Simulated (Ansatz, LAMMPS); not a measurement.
# A vacancy of Ga at several sites of amorphous Ga2O3 (100 atoms): runs compared

At which site of amorphous Ga2O3 (100 atoms) does a vacancy of Ga cost least, and what about the site decides it?

Computed with Ansatz 0.2.0: Kohn-Sham DFT, RPBE, PAW (set soft_2), plane waves.

## Step 1: The cell as built

The cell holds 100 atoms: 40 Ga and 60 O. Cell: a = 10.056 Å, b = 10.056 Å, c = 10.056 Å, α = 90.0°, β = 90.0°, γ = 90.0°. 100 atoms (40 Fe, 60 O) placed at random at 4.44 g/cm³, melted at 5000 K for 10 ps at fixed volume with the Morse and Coulomb pair potential with partial charges (Pedone, Malavasi, Menziani, Cormack and Segre, J. Phys. Chem. B 110, 11780 (2006)). Quenched from 5000 K to 300 K at 200 K/ps and fixed volume, held 10 ps at zero pressure, then minimised at fixed cell. Then Fe was replaced by Ga and the cell scaled by 1.003 (the potential has no terms for the new elements, so the cell is a start for a DFT relaxation).

Limits known from the start: The quench rate of 200 K/ps is many orders above laboratory rates, so the cell is likely richer in defects and strain than a real sample. The network of bonds at the start is that of the classical potential that made the cell, and needn't be the one that DFT or experiment would give. The Brillouin zone is sampled at Γ only, in a cell whose shortest periodic width is 10 Å.

## Step 2: The reference run

The reference is a single point at the end of the relaxation.

Every defect cell starts from the geometry of this run and is relaxed in the fixed cell.

Its input, with most atom lines left out:

```yaml
crystal:
  lattice:
    - [10.05578, 0.0, 0.0]
    - [0.0, 10.05578, 0.0]
    - [0.0, 0.0, 10.05578]
  atoms:
    - { symbol: Ga, position: [0.55825, 0.07281, 0.02819] }
    - { symbol: Ga, position: [0.79408, 0.87732, 0.62891] }
    - { symbol: Ga, position: [0.93189, 0.3443, 0.67484] }
    - { symbol: Ga, position: [0.53988, 0.45832, 0.06332] }
    - { symbol: Ga, position: [0.71931, 0.50728, 0.77936] }
    - { symbol: Ga, position: [0.98502, 0.1149, 0.90807] }
    - { symbol: Ga, position: [0.45121, 0.31614, 0.80704] }
    [... atom lines 8 to 100 left out ...]
kpoints:
  mp_grid: { grid: [1, 1, 1] }
hamiltonian:
  xc: rpbe
scf:
  occupations: { method: fixed }
output:
  forces: true
  stress: true
  populations: intrinsic
  dos:
    method: { smearing: { sigma: 0.15 } }
    de: 0.1
    projected: { site_lists: { Ga: [Ga], O: [O] } }
  eigenvalues: true
  write_density: true
  write_potential: true
  volumetric_format: npy
```

| Property | Result |
| --- | --- |
| free energy per atom | -1857.0681 eV/atom |
| r.m.s. force component | 0.00871 eV/Å |
| pressure | 14.81 GPa |

Filled and empty levels are parted by 1.93 eV (at Γ alone); a semilocal functional tends to put such gaps too low. In a disordered cell it changes from sample to sample, and tail or defect levels can set it.

## Step 3: The runs

Each row is one run, on 4 threads of Arm Neoverse V1, shared host. The free energy is the program's total, comparable only between runs with the same functional, potentials and atoms.

```
                                 run  atoms    outcome  ionic steps, all passes  free energy (eV)     time  host memory (GiB)
           Single point at the start    100  converged                        -       -185703.536     20 s                1.6
                          Relaxation    100  converged                        8       -185706.815  2.2 min                1.6
Single point at the relaxed geometry    100  converged                        -       -185706.815     33 s                1.7
             Vacancy of Ga, site Ga4     99  converged                       35       -181910.927   35 min                2.9
            Vacancy of Ga, site Ga31     99  converged                       22       -181911.001   22 min                2.9
            Vacancy of Ga, site Ga29     99  converged                        9       -181911.512  8.5 min                2.9
            Vacancy of Ga, site Ga37     99  converged                       14       -181910.567   14 min                2.9
            Vacancy of Ga, site Ga34     99  converged                       11       -181911.857   12 min                2.9
            Vacancy of Ga, site Ga28     99  converged                       11       -181911.531   10 min                2.9
```

The surroundings of site Ga34, the cheapest one, after relaxation: 13 atoms, nearest first, with positions taken from that point. Atoms keep their numbers of the cell before the removal, where the removed atom was number 34.

```
atom      x      y      z  distance (Å)  bonds  moment (μB)
O100   1.21  -1.00  -0.23          1.59      2         0.38
 O50  -1.01  -0.92   1.50          2.03      3         0.30
 O55   0.42   1.73  -1.30          2.20      3         0.09
 O70  -1.33   1.77   0.77          2.34      4         0.00
 O63   1.45   0.69   1.73          2.37      3         0.15
 O41  -1.60  -1.15  -1.40          2.42      3         0.05
Ga17  -2.44   0.33   1.14          2.71      5         0.00
 Ga8   0.17   2.14   1.96          2.91      6         0.00
 O62   0.70  -0.71  -2.76          2.94      4         0.17
 Ga4   2.54  -0.55  -1.43          2.96      5         0.00
Ga35   1.23  -2.63   0.58          2.96      4         0.00
Ga26   0.36  -0.52   2.94          3.01      6         0.00
Ga22  -0.22   1.02  -2.88          3.06      5         0.00
```

The column of bonds counts only the pairs O-Ga within 2.50 Å; other neighbours, such as metal atoms beside each other in a compound, aren't counted, and periodic images can show an atom twice.

## Step 4: The sites compared

All these cells hold the same atoms, so their energies can be compared with no chemical potential.

```
site  neighbours  mean distance (Å)  atoms within 6 Å  energy over the best site (eV)  before relaxation (eV)  gain on relaxing (eV)  moment (μB)
Ga34          O6               2.01                88                            0.00                    0.36                   1.98          3.0
Ga28          O5               1.95                91                            0.33                    0.10                   1.40          3.0
Ga29          O5               1.99                90                            0.35                    0.00                   1.28          3.0
Ga31          O6               2.05                85                            0.86                    0.57                   1.33          3.0
 Ga4          O4               1.87                83                            0.93                    0.56                   1.26          3.0
Ga37          O5               1.95                83                            1.29                    0.57                   0.91          3.0
```

Neighbours are those of the relaxed host within 2.50 Å (O-Ga); other pairs aren't counted.

## Step 5: Findings

The cheapest site is Ga34 (6 neighbours, O6); the dearest, Ga37 (5 neighbours, O5), costs 1.3 eV more. By coordination the energies over the best site are 0.93 eV with 4 neighbours, 0.33 to 1.29 eV with 5 neighbours and 0.00 to 0.86 eV with 6 neighbours. Relaxation changes the order: the best site before relaxing was Ga29.

**Limits.** Defects are neutral and interact with their images. The reference ran with fixed occupations, but 6 of the 6 defect cells with fermi-dirac smearing of 0.025 eV, spin polarised. In a disordered cell the relaxation can also rearrange atoms far from the site. In the spin-polarised runs the search for a state of lower energy was switched off. Only 6 of the 40 Ga sites were tried; unless symmetry makes the others alike to these, a cheaper one may exist. A local or semilocal functional tends to spread out the unpaired spin of such defects. The stress is far from hydrostatic: its diagonal is 17.0, 14.1, 13.3 GPa, compression counted positive. The pressure of 15 GPa says that the cell would expand at this level of theory.

The DFT runs together took 1.7 h of wall time.

[Logs are printed without paths, hosts, clocks, repeated set-up lines and the standing remarks that a program may print on its own settings, such as how far it seeks lower states.]

[Hosts, paths, dates, database ids (printed as entryN), source tags and the programs' standing remarks are cut or masked in the printed files.]
